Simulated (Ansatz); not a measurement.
**Converging the plane-wave cutoff for glassy 80GeO2-20CaO (mol %) in a Python loop**

Aim: find how far the plane-wave cutoff can be loosened while the forces stay near those of the strictest setting.

Method: Kohn-Sham DFT, revPBE, PAW set soft_1, plane waves, in Ansatz 0.2.0.

## 1. Set-up

The cell holds 98 atoms: 28 Ge, 7 Ca and 63 O. Its edges and angles: a = 11.372 Å, b = 11.372 Å, c = 11.372 Å, α = 90.0°, β = 90.0°, γ = 90.0°. 98 atoms (28 Ge, 7 Ca, 63 O) placed at random at 3.67 g/cm^3, melted at 4000 K for 10 ps at fixed volume with the Morse and Coulomb pair potential with partial charges (Pedone, Malavasi, Menziani, Cormack and Segre, J. Phys. Chem. B 110, 11780 (2006)). Quenched from 3000 K to 300 K at 50 K/ps and fixed volume, held 10 ps at zero pressure.

## 2. Running it

The structure comes from a classical simulation and is read from a file. The cell is 11.3 Å or more across in its periodic directions, and the Γ point alone is taken as a first sampling. Occupations are fixed because a gap is expected. The PAW files are read from a folder beside the script (Ansatz's set soft_1), and the density starts from superposed atoms. These files were made with PBE and serve the other functionals as an approximation. The highest cutoff serves as the reference; forces are the test that matters for later relaxations, while absolute energies converge more slowly and partly cancel in differences.

cell.xyz reads:

```xyz
98
Lattice="11.3717 0.0000 0.0000 0.0000 11.3717 0.0000 0.0000 0.0000 11.3717" Properties=species:S:1:pos:R:3 pbc="T T T"
Ge    7.1812    5.7177    1.1479
Ge    4.0172   10.7420    6.6136
Ge   10.3554    8.2360    5.6671
Ge    3.5822    4.5904    9.0031
Ge    6.5571    4.4102    7.1535
Ge    5.8397   11.3312    0.9702
Ge    1.5958    9.5815    9.9107
Ge   10.8533    8.4213    0.7197
Ge    5.9802    8.5980    2.6482
Ge    2.8816    7.4032    7.8081
Ge    6.3900    1.5635    5.4571
Ge    3.2838    6.7532    2.9378
Ge    0.8342    0.4212    7.5940
Ge    9.0372    0.2504    6.7981
Ge    6.7432    9.2911    7.6852
Ge    1.6068    3.3847    6.5382
Ge    3.5615    2.2767    0.1940
Ge    7.1988    2.6946    2.5225
Ge    5.4594    7.0190    5.5156
Ge    0.5786    5.4026    1.6944
Ge    9.0195    9.8417    3.2798
Ge   10.1785    1.5816    3.0429
Ge    8.1591    9.5017   10.5308
Ge   11.2266    7.0792    8.3915
Ge   10.4990    4.9522    4.8079
Ge    1.9384    9.3533    4.5130
Ge    0.3508    2.4699    0.1721
Ge    8.9904    1.3823    9.9175
Ca    6.3481    3.8533   10.1862
Ca    4.2586    3.7068    3.8147
Ca    8.4681    6.3236    9.8079
Ca    1.7750    1.6340    3.5768
Ca    9.8280    3.8353    7.6444
Ca    4.6615    7.6854   10.6858
Ca    2.8060    9.7136    1.5827
O     6.3371    2.7235    6.6573
O     4.0293    7.0960    6.5572
O     4.3126    7.4890    1.7930
O     3.3245    9.6688    5.5284
O     2.4820    0.1442    7.0827
O     2.5917    8.9337    8.3768
O    10.7044   11.2706    6.8444
O     6.8216   10.1250    0.0664
O     0.2609    6.9771    1.0167
O     0.3738    8.1353    9.6028
O     3.4743    2.4957    1.9231
O     5.5478    8.1281    4.2233
O     7.5859    2.0608   10.5631
O     7.3240    8.6777    9.2543
O     0.8889   11.0007    9.0911
O     0.6955    2.1324    7.3552
O     5.0674    0.4499    5.7265
O     7.4048    9.5654    2.9235
O     7.9481    0.8117    5.5623
O     0.6377    4.2195    0.5123
O     7.9827   10.4235    7.4504
O     4.2555    5.9387    4.0139
O     8.8990   11.0430   10.1558
O    10.1320    8.9546    2.2252
O     2.3471    8.0655    3.5039
O    10.2095    7.9740    7.3461
O     6.2375    5.4214    5.8797
O     9.1889    4.2243    5.5224
O     1.8282   10.7379    3.5439
O     9.5272    0.0229    2.9592
O     1.9206    1.9546   11.1026
O     2.6361    3.9496    7.7803
O     6.3005    2.5274    4.0588
O     6.8731    7.1967    2.0418
O     5.0201   10.0247    1.9733
O     3.0819    9.3739   10.7924
O     8.7983    5.5174    0.6524
O     1.3375    6.7547    7.5834
O     3.3797    6.3115    9.1039
O    10.3566    6.6788    5.0938
O     2.2234    5.6839    2.2220
O     9.3425    8.4606   11.1796
O     0.5773    8.8942    5.4068
O    10.4001    5.6896    8.8500
O    11.0013    5.0223    3.1174
O     0.3885    4.3904    5.7411
O     5.1223    4.6553    8.2706
O     7.7026    4.5837    8.3305
O     9.0056    1.5405    8.1603
O    11.3377    1.8711    1.7835
O     2.6231    3.0216    5.2289
O     6.7162    4.1362    1.7496
O     0.6732    9.6116    0.2302
O     6.2916    6.0266   10.9934
O     4.6210    0.8739    0.1006
O    11.0379    1.9275    4.4131
O     6.5803    7.9436    6.6564
O    10.4610    1.9614   10.5412
O     3.9587    3.5950   10.4134
O     9.3119    9.3351    4.8970
O     5.2489   10.1104    7.6814
O     8.8368    2.6149    2.7760
O     6.6615    1.1847    1.8148
```

test_settings.py reads:

```python
import time
import warnings
import numpy as np
from ase.io import read
import ansatz as az

warnings.simplefilter("ignore", az.DeckWarning)
atoms = read("cell.xyz")
print(f"{len(atoms)} atoms ({atoms.get_chemical_formula()}), volume {atoms.get_volume():.1f} A^3")

base = (
    az.Crystal.from_ase(atoms)
    .calculation()
    .functional("revpbe")
    .pseudopotentials("paw", azcp={"folder": "./paw"}, xc_functional="pbe")
    .kpoints(1, 1, 1)
    .occupations("fixed")
    .forces()
    .band_table()
)

def gap_of(report):
    e = np.concatenate(report["eigenvalues_ev"]); f = np.concatenate(report["occupations"])
    f = f / f.max()  # a half-filled level counts on both sides, so the gap is then zero
    return e[f > 0.3].max(), e[f < 0.7].min()

rows = []
for cutoff in [250, 320, 420, 520]:
    start = time.time()
    try:
        r = base.basis(cutoff).run(threads=4).report
    except az.AnsatzError as error:
        print(cutoff, 'failed:', str(error)[:110])
        continue
    homo, lumo = gap_of(r)
    rows.append((cutoff, r['free_energy_ev'] / len(atoms), np.array(r['forces_ev_ang']), max(lumo - homo, 0), np.nan, r['n_iterations'], time.time() - start))
    print(cutoff, f"F = {r['free_energy_ev']:.4f} eV, {r['n_iterations']} iterations, {time.time() - start:.0f} s", flush=True)

ref = rows[-1]
scale = np.sqrt(np.mean(ref[2] ** 2))
print(f"r.m.s. force of the reference: {scale:.3f} eV/A")
print("  cutoff  dE (meV/atom)  dF rms (meV/A)  dF (%)  gap (eV)  iter  time (s)")
for name, e, f, gap, p, n, t in rows:
    df = np.sqrt(np.mean((f - ref[2]) ** 2))
    print(f"{str(name):>8s} {1000 * (e - ref[1]):14.2f} {1000 * df:15.2f} {100 * df / scale:7.2f} {gap:9.3f} {n:5d} {t:9.1f}")
```

Started as:

```bash
$ python test_settings.py
```

What it wrote:

```text
98 atoms (Ca7Ge28O63), volume 1470.5 A^3
250 F = -168818.9511 eV, 13 iterations, 10 s
320 F = -168932.3317 eV, 14 iterations, 17 s
420 F = -168945.1143 eV, 14 iterations, 21 s
520 F = -168945.4652 eV, 14 iterations, 26 s
r.m.s. force of the reference: 1.269 eV/A
  cutoff  dE (meV/atom)  dF rms (meV/A)  dF (%)  gap (eV)  iter  time (s)
     250        1290.96          384.22   30.27     1.394    13      10.1
     320         134.02           89.83    7.08     1.515    14      17.1
     420           3.58            4.47    0.35     1.529    14      21.0
     520           0.00            0.00    0.00     1.530    14      25.9
```

Elapsed: 75 s, on 4 threads of Intel Xeon Platinum 8375C at 2.90GHz (Ice Lake), shared host; peak memory 3.1 GiB.

## 3. Results

| Quantity | Value |
| --- | --- |
| reference run | 520, 26 s |
| r.m.s. force component of the reference | 1.27 eV/Å |
| largest r.m.s. force difference | 384 meV/Å (250) |
| smallest r.m.s. force difference | 4.47 meV/Å (420) |
| energy differences | 3.58 to 1291 meV/atom |
| gap on the mesh | 1.39 eV (250) to 1.53 eV (520) |

In words: The cheapest setting whose forces lie within 1 % of the reference is 420 eV, at 0.81 times the reference's time. The cell is far from relaxed, so 1 % of its forces is a lenient mark. Local and semilocal functionals put gaps too low. In a disordered, unrelaxed cell the gap can be set by levels on strained bonds. Spin–orbit coupling is left out, and it can shift gaps where Ge states form a band edge. Notices that the program raised in these runs, those on memory apart (the script silences some of them): cutoff below recommended. The cell is one small sample, quenched far faster than in any experiment.

[Logs are printed without paths, hosts, clocks, repeated set-up lines and the standing remarks that a program may print on its own settings, such as how far it seeks lower states.]

[Hosts, paths, dates, database ids (printed as entryN), source tags and the programs' standing remarks are cut or masked in the printed files.]

[Scripts of this kind were picked in part by their result: those with far moves, changed bonds, near-zero gaps or large misses at database cells are mostly left out.]
